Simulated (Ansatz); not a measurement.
## A failed many-body run on Te2Mo (P6_3/mmc)

What is wrong with this input for Te2Mo (P6_3/mmc)?

Calculated with Ansatz 0.2.0; G0W0 on PBE, plane waves, PAW.

### Step 1. The starting structure

It takes space group P6_3/mmc (No. 194, hexagonal). Conventional cell: a = 3.518 Å, b = 3.518 Å, c = 13.974 Å, α = 90.00°, β = 90.00°, γ = 120.00°. Nearest to Te lie 3 Mo at 2.72 Å. Nearest to Mo lie 6 Te at 2.72 Å. Farther neighbours and most contacts between anions are not listed.

The cell and positions come from the Crystallography Open Database and are kept as given unless a step says otherwise. Spin-orbit coupling is left out unless a step names it. The default PAW set here is soft_2. Its files were made with PBE.

### Step 2. First try

input.yaml reads:

```yaml
crystal:
  lattice:
    - [3.5182, 0.0, 0.0]
    - [-1.7591, 3.0468505756, 0.0]
    - [0.0, 0.0, 13.9736]
  atoms:
    - { symbol: Te, position: [0.3333333333, 0.6666666667, 0.621] }
    - { symbol: Te, position: [0.6666666667, 0.3333333333, 0.121] }
    - { symbol: Te, position: [0.3333333333, 0.6666666667, 0.879] }
    - { symbol: Te, position: [0.6666666667, 0.3333333333, 0.379] }
    - { symbol: Mo, position: [0.3333333333, 0.6666666667, 0.25] }
    - { symbol: Mo, position: [0.6666666667, 0.3333333333, 0.75] }
kpoints:
  mp_grid: { grid: [6, 6, 2] }
hamiltonian:
  xc: pbe
scf:
  occupations: { method: fixed }
  max_iter: 2
gw:
  n_empty_bands: 158
  ecut_chi: 60
  qp_bands: [v2, c2]
  qp_kpoints: band_edges
  screening: { model: contour_deformation }
```

Started as:

```console
$ ansatz run input.yaml --threads 3 --pin off --max-ram 92160MiB --backend cuda --events-out ev --progress --plain --runs-dir out --devices 1 --max-vram 13GiB  # rebuilt from the run's record
```

Numbers of over 12 decimals in the logs are rounded to 6 here.

Log:

```text
GPUs: using 1 of 1 available (devices: 1).
Engine: ansatz 0.2.0, x86_64-unknown-linux-gnu
Pseudopotentials: kind: paw
Pseudopotential: Te, paw, valence charge 16, recommended cutoff 420 eV (normal), Te.paw.azcp
Pseudopotential: Mo, paw, valence charge 14, recommended cutoff 420 eV (normal), Mo.paw.azcp
Functional definition: PBE
  parameter kappa = 0.804
  parameter beta = 0.066725
  exchange = pbe_x(kappa = kappa, mu = beta*pi^2/3)
  correlation = pbe_c(beta = beta)
device memory: the entry about to start is reckoned to put 2.7 GiB on a device that reports 38.9 GiB free (of which the cap on the GPU budget leaves the run 13.0 GiB)
GPU FFT provider: cuFFT
GPU libraries: cuBLAS 13.8.2, cuFFT 12.4.0, cuSOLVER 12.3.4
Crystal: 6 atoms, lattice volume = 149.789 Å³
Basis set: ecut = 420 eV, 2909 PW (Γ)
Bands: 56, of which v1, the nominal top of the filled ones, is band 46 counted from 1 (45 counted from 0)
Symmetry: 24 space group operations
Space group: P63/mmc (ITA 194), of the structure as read, at distance tolerance 5.3e-5 Å
k-points: 14 of 72
Non-local potential: Te, projectors of the file, l = 0: 2, l = 1: 2, l = 2: 2, l = 3: 2
Non-local potential: Mo, projectors of the file, l = 0: 3, l = 1: 2, l = 2: 2, l = 3: 1
PAW form: soft (Blöchl's): semilocal exchange-correlation on the pseudo side does not see the compensation charge
PAW one-centre angular grid: Te, 590 points (default); XC on 64 Gauss nodes
PAW one-centre angular grid: Mo, 590 points (default); XC on 64 Gauss nodes
Initial density: superposition of atomic densities (neutral atoms: chi_scale 0, normalization atom), corrected by the library's trained network
Initial wavefunctions: pseudopotential atomic-orbital guess
GPU buffer pool allocated for 55296 grid points (all kernels)
GPU transforms: local potential and band sums: pruned to the plane-wave sphere, on 24×24×96
Functional: x = pbe(κ = 0.804, μ = 0.219515), c = pbe(β = 0.066725)
SCF iter   1: F=—  HF=-37833.381959 eV  |F-HF|=—  |Δ(HF+E_count)|=         —  Δρ=4.21e-3  dr2=8.32e-3  ethr=1.77e-3  ⟨swp⟩=9.9  Hψ=7377  notcnv=0
preconditioner: auto → Resta (q_TF=auto, 2.515 Å⁻¹)  ε∞=6.9  [insulator: Δε(μ)=0.830 eV  Ē_g=7.481 eV  n_scr=52 (ndim 8)  ℏωp=18.2 eV  f_vac=0.021  ε∞_Penn≈6.9]
SCF iter   2: F=—  HF=-37833.389487 eV  |F-HF|=—  |Δ(HF+E_count)|=   7.53e-3  Δρ=2.45e-3  dr2=2.76e-3  ethr=9.05e-6  ⟨swp⟩=5.1  Hψ=3907  notcnv=0
Error: did not converge after 2 iterations: dr2 = 2.76e-3 (threshold 1.00e-7), under the density mixer `msr1`, which `scf.mixing.algorithm: auto` chose by the deck's other keys (type `scf.mixing.algorithm: msr1` to keep it); at k-index 12, counted from 0 in this SCF's own list of k-points, the highest band that the last eigensolve's fill by count filled, 12.408304 eV, and the lowest that it left empty, 13.446742 eV,  [...]
```

Elapsed: 3.6 s, on 1 × NVIDIA H100 80GB HBM3 (shared by 6 runs) with 3 threads of AMD EPYC 7R13 (Zen 3), shared host; peak memory 0.88 GiB.

**Diagnosis.**

The run stopped without converging, so none of its numbers is a property of the system.

The program's message: “Error: did not converge after 2 iterations: dr2 = 2.76e-3 (threshold 1.00e-7), under the density mixer `msr1`, which `scf.mixing.algorithm: auto` chose by the deck's other keys (type `scf.mixing.algor …”

The fault: too few SCF iterations. The ground state must converge before anything is built on it.

### Step 3. A better input

Now the one-shot GW correction: screening in the RPA, then the self-energy of the levels asked for.

Edit input.yaml of step 2 so:

```diff
@@ -18,6 +18,5 @@
   occupations: { method: fixed }
-  max_iter: 2
 gw:
-  n_empty_bands: 158
-  ecut_chi: 60
+  n_empty_bands: 624
+  ecut_chi: 150
   qp_bands: [v2, c2]
```

Log:

```text
GPUs: using 1 of 1 available (devices: 1).
[...]
GPU FFT provider: cuFFT
GPU libraries: cuBLAS 13.8.2, cuFFT 12.4.0, cuSOLVER 12.3.4
Crystal: 6 atoms, lattice volume = 149.789 Å³
Basis set: ecut = 420 eV, 2909 PW (Γ)
Bands: 56, of which v1, the nominal top of the filled ones, is band 46 counted from 1 (45 counted from 0)
[... 1 set-up line as in the run before ...]
[...]
k-points: 14 of 72
[...]
GPU buffer pool allocated for 55296 grid points (all kernels)
[...]
SCF iter   1: F=—  HF=-37833.381216 eV  |F-HF|=—  |Δ(HF+E_count)|=         —  Δρ=4.19e-3  dr2=8.71e-3  ethr=1.77e-3  ⟨swp⟩=5.0  Hψ=2460  notcnv=0  defer=95
[...]
SCF iter   7: F=-37833.393800 eV  HF=-37833.393800 eV  |F-HF|=1.89e-8  |Δ(HF+E_count)|=   3.60e-7  Δρ=4.25e-6  dr2=3.42e-8  ethr=1.09e-10  ⟨swp⟩=10.9  Hψ=2886  notcnv=0
SCF 1 converged in 7 iterations: F = -37833.393800 eV  dr2 = 3.42e-8
[...]
0    45     12.1533   -16.2237     1.0205   -14.7039  0.7657    11.6489    11.6541  root
     0    46     12.4768   -18.8277     0.2532   -18.5220  0.7227    12.4243    12.4243  root
     0    47     15.3790   -12.6210    -4.1550   -16.8236  0.7291    15.4267    15.4266  root
     0    48     15.3790   -12.6210    -4.1550   -16.8236  0.7291    15.4267    15.4266  root
     1    45     12.3955   -18.2145     0.4526   -17.6124  0.7320    12.2457    12.2461  root
     1    46     12.3955   -18.2145     0.4526   -17.6124  0.7320    12.2457    12.2461  root
     1    47     15.4167   -12.5953    -4.1814   -16.8153  0.7268    15.4554    15.4553  root
     1    48     15.4167   -12.5953    -4.1814   -16.8153  0.7268    15.4554    15.4553  root
[...]
13    45     12.2673   -18.0639     0.1992   -17.8507  0.7154    12.2534    12.2534  root
    13    46     12.2673   -18.0639     0.1992   -17.8507  0.7154    12.2534    12.2534  root
    13    47     13.4563   -15.3359    -4.0305   -19.6408  0.7063    13.7323    13.7306  root
    13    48     13.4563   -15.3359    -4.0305   -19.6408  0.7063    13.7323    13.7306  root
[key lines of the parts left out:]
SCF converged after 7 iterations
Free energy (F): -37833.393800 eV
Fermi energy:    12.476785 eV
```

Wall time 1.7 min (1 × NVIDIA H100 80GB HBM3 (shared by 6 runs) with 3 threads); peak memory 2.5 GiB.

In the SCF lines HF is the Harris–Foulkes energy and dr2 the Hartree energy of the density residual, in eV; the loop may stop once dr2 is under the threshold and the program's other checks hold. Hψ counts applications of the Hamiltonian.

This step gave:

| Item | Value |
| --- | --- |
| bands summed | 670 |
| RPA ε∞ on this mesh (eigenvalues) | 10.66, 19.59, 19.59 |
| plane waves in the screening matrix | 639 |
| q-points in the mesh | 72 |
| G0W0 gap on the mesh | 1.004 eV |
| k of the valence top | 0, 0, 0 |
| k of the conduction bottom | 0.1667, 0.1667, 0 |
| starting gap on the mesh | 0.8260 eV |
| Z at the valence top | 0.7227 |
| Z at the conduction bottom | 0.7360 |
| least direct G0W0 gap on the computed points | 1.309 eV |

The gap on the mesh goes from 0.83 eV to 1.00 eV, a correction of +0.18 eV. Between the two edge states, bare exchange in place of the xc potential would open the gap by 4.04 eV, and correlation takes back 3.86 eV.

### Step 4. What came out

```json
{"first try": "not converged after 3.6 s", "better run": "G0W0 gap on the mesh 1.00 eV (6×6×2 mesh, 624 empty bands, screening to 150 eV)"}
```

What this shows: The second run differs in: empty bands, screening cutoff (eV) and iteration cap. Bands and cutoff are finite, so the gap is not at the basis limit. The miss can reach some tenths of an eV and take either sign; the mesh is an error of its own. The 6×6×2 mesh is coarse for this cell (its supercell is 21 Å along the shortest edge). The RPA ε∞ on it, from the PBE start, is 10.66 and 19.59; such meshes misread the long-range screening, most where the gap is narrow. The many-body steps are scalar-relativistic: spin-orbit coupling is not in them.

[Paths, hosts, dates, memory and timing lines, banners, echoed tables and standing remarks are left out of the program output.]

[Logs are printed without paths, hosts, clocks, repeated set-up lines and the standing remarks that a program may print on its own settings, such as how far it seeks lower states.]

[Runs of the session that timed out or met a known fault of the program may be left out.]

[Cells called generated may have been cut or substituted from an entry of the Crystallography Open Database or the Materials Project.]

[Hosts, paths, dates, database ids (printed as entryN), source tags and the programs' standing remarks are cut or masked in the printed files.]
